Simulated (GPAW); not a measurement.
# Ballistic transport through C2 in line between two C chains, cheap and dear, part 2 of 2

Aim: T(E), conductance and thermopower of C2 in line between two C chains, and what cheaper settings cost in accuracy.

GPAW 26.7.0; GPAW LCAO, PAW setups; Landauer transmission from Green's functions with principal layers (ASE), zero bias.

So far, transmission at the Fermi level (one spin): 1.99 in steps 2, 3, 4 and 5.

### Step 8. SCF mesh 1×1×6 (continued)

Table of transmission of the three most open eigenchannels by energy, zero at the Fermi level:

```csv
energy (eV),channel 1 = channel 2,channel 3
-2.00,0.994,0
-1.85,0.994,0
-1.70,0.994,0
-1.60,0.995,0
-1.45,0.995,0
-1.30,0.995,0
-1.15,0.995,0
-1.05,0.996,0
-0.90,0.996,0
-0.75,0.996,0
-0.60,0.996,0
-0.50,0.996,0
-0.35,0.996,0
-0.20,0.997,0
-0.05,0.997,0
0.00,0.997,0
0.05,0.997,0
0.20,0.997,0
0.35,0.997,0
0.50,0.997,0
0.60,0.996,0
0.75,0.996,0
0.90,0.996,0
1.05,0.996,0
1.15,0.996,0
1.30,0.996,0
1.45,0.996,0
1.60,0.996,0
1.70,0.996,0
1.85,0.996,0
2.00,0.995,0
```

The conductance equals that of the dzp run to 0.2 %.

### Step 9. Grid spacing 0.25, mixing 0.02, mixing history 3

The real-space grid carries density and potential; a coarse one breaks translation symmetry along the lead and scatters electrons that should pass. Mixing changes the road to self-consistency, not its end. The mixing history changes the road to self-consistency, not its end.

run.py reads:

```python
import json
import numpy as np
from ase import Atoms
from ase.transport.calculators import TransportCalculator
from gpaw import GPAW, FermiDirac
from gpaw.lcao.tools import get_lcao_hamiltonian
from scipy.linalg import eigh

# The junction with lead layers at both ends, along the third cell vector
device = Atoms(
    ['C', 'C', 'C', 'C', 'C', 'C', 'C', 'C', 'C', 'C', 'C', 'C', 'C', 'C'],
    positions=[
        [4.50000, 4.50000, 0.64000],
        [4.50000, 4.50000, 1.92000],
        [4.50000, 4.50000, 3.20000],
        [4.50000, 4.50000, 4.48000],
        [4.50000, 4.50000, 5.76000],
        [4.50000, 4.50000, 7.04000],
        [4.50000, 4.50000, 8.32000],
        [4.50000, 4.50000, 9.56000],
        [4.50000, 4.50000, 10.84000],
        [4.50000, 4.50000, 12.12000],
        [4.50000, 4.50000, 13.40000],
        [4.50000, 4.50000, 14.68000],
        [4.50000, 4.50000, 15.96000],
        [4.50000, 4.50000, 17.24000]],
    cell=[[9.0, 0.0, 0.0], [0.0, 9.0, 0.0], [0.0, 0.0, 17.88]],
    pbc=True)

# One principal layer of the lead: the first 4 atoms of the device
lead = Atoms(
    ['C', 'C', 'C', 'C'],
    positions=[
        [4.50000, 4.50000, 0.64000],
        [4.50000, 4.50000, 1.92000],
        [4.50000, 4.50000, 3.20000],
        [4.50000, 4.50000, 4.48000]],
    cell=[[9.0, 0.0, 0.0], [0.0, 9.0, 0.0], [0.0, 0.0, 5.12]],
    pbc=True)

settings = dict(mode='lcao', basis='dzp', xc='PBE', h=0.25,
                occupations=FermiDirac(0.1), maxiter=250,
                mixer=dict(beta=0.02, nmaxold=3, weight=100.0),
                convergence=dict(density=0.0001))
energies = np.arange(-2, 2 + 1e-9, 0.05)
eta = 0.0001
n1, n2 = 1, 1
# k and -k transmit alike, so half of the mesh across the current serves
mesh = [(i, j) for i in range(n1) for j in range(n2) if (i, j) <= (-i % n1, -j % n2)]
weights = np.array([1 if (i, j) == (-i % n1, -j % n2) else 2 for i, j in mesh]) / (n1 * n2)

# [... helper functions left out ...]
fermi_lead = ground_state(lead, (1, 1, 22), 'lead.txt')
fermi_device = ground_state(device, (1, 1, 4), 'device.txt')
# [... loop over the mesh left out, but for ...]
        # Shift the lead onto the potential of the device's first layer
        shift = ((H[:, 0, 0] - H0[:, 0, 0]) / S0[0, 0]).real.mean()
# [...]
kT = 8.617333e-5 * 500
bias = [0.1, 0.2, 0.5, 1.0, 1.5, 2.0]
# [... integrals and printing left out ...]
```

On the command line:

```console
$ OMP_NUM_THREADS=1 OPENBLAS_NUM_THREADS=1 python run.py
```

The log of the run:

```text
basis functions: device 182, principal layer 52
Fermi level: lead -4.2185 eV, device -4.2075 eV; lead shifted by 0.0012 eV
largest coupling past the next layer 1.01e-04 eV, largest misfit of the first layer 0.014 eV
  E-E_F (eV)   T (one spin)  channels
    -2.000    1.9880e+00    2.0000
    -1.950    1.9881e+00    2.0000
    -1.900    1.9883e+00    2.0000
    -1.850    1.9885e+00    2.0000
    -1.800    1.9886e+00    2.0000
    -1.750    1.9888e+00    2.0000
    -1.700    1.9890e+00    2.0000
    -1.650    1.9892e+00    2.0000
    -1.600    1.9894e+00    2.0000
    -1.550    1.9895e+00    2.0000
    -1.500    1.9897e+00    2.0000
    -1.450    1.9899e+00    2.0000
    -1.400    1.9901e+00    2.0000
    -1.350    1.9903e+00    2.0000
    -1.300    1.9904e+00    2.0000
    -1.250    1.9906e+00    2.0000
[...]
1.650    1.9914e+00    2.0000
     1.700    1.9914e+00    2.0000
     1.750    1.9913e+00    2.0000
     1.800    1.9912e+00    2.0000
     1.850    1.9912e+00    2.0000
     1.900    1.9911e+00    2.0000
     1.950    1.9910e+00    2.0000
     2.000    1.9910e+00    2.0000
conductance at 500 K: 1.9933 G0 a cell; thermopower -0.002337 uV/K
current from the zero-bias T(E) at 0.1 V: 15.444 uA
current from the zero-bias T(E) at 0.2 V: 30.888 uA
current from the zero-bias T(E) at 0.5 V: 77.218 uA
current from the zero-bias T(E) at 1.0 V: 154.43 uA
current from the zero-bias T(E) at 1.5 V: 231.63 uA
current from the zero-bias T(E) at 2.0 V: 308.81 uA
```

The job ended after 27 s (1 thread of Arm Neoverse N1, shared host; peak memory 0.33 GiB).

The run finished with changed settings (h = 0.25, beta = 0.02 and nmaxold = 3); it serves as a test.

Side by side:

```csv
quantity,this run,sound run,difference
conductance (G₀),1.9933,1.9933,-4.1e-5
largest coupling past the next principal layer (eV),1.012e-4,1.025e-4,-1.3e-6
largest misfit of the first principal layer (eV),0.014047,0.013988,6.0e-5
shift that aligns the lead (eV),0.0011893,-2.240e-4,0.00141
transmission at the Fermi level (one spin),1.9932,1.9933,-6.7e-5
```

### Step 10. Results

```yaml
conductance: 1.99 G₀
transmission_at_the_fermi_level_mean_of_the_spins: 1.99
thermopower: about 0 (under 1.5 μV/K)
open_channels_of_the_lead_there: 2
```

What this shows: In the dzp basis the junction conducts 1.99 G₀ at 500 K, with T = 1.99 a spin at the Fermi level; the sz basis reaches that conductance within 10 %. The junction passes nearly all that the lead offers at the Fermi level. At the Fermi level two eigenchannels carry the current (1.00 and 1.00). Measured against the first run (dzp), the nearest curve is that of dzp-LDA (r.m.s. 1.5e-4) and the farthest that of sz (0.0026). Over the compared runs wall time goes from 18 s (sz) to 35 s (dzp), on a shared host. The geometry was built from estimated bond lengths and not relaxed, so the numbers describe this model structure. An evenly spaced straight chain is an idealisation: free chains tend to dimerise, zigzag or, where a band edge lies near the Fermi level, turn magnetic. The currents use the zero-bias T(E) throughout, which holds only while the bias is small against the distance to the nearest feature.

[Long decimals in the printed logs are rounded to 6 places.]

[Logs are printed without paths, hosts, clocks, repeated set-up lines and the standing remarks that a program may print on its own settings, such as how far it seeks lower states.]

[Hosts, paths, dates, database ids (printed as entryN), source tags and the programs' standing remarks are cut or masked in the printed files.]
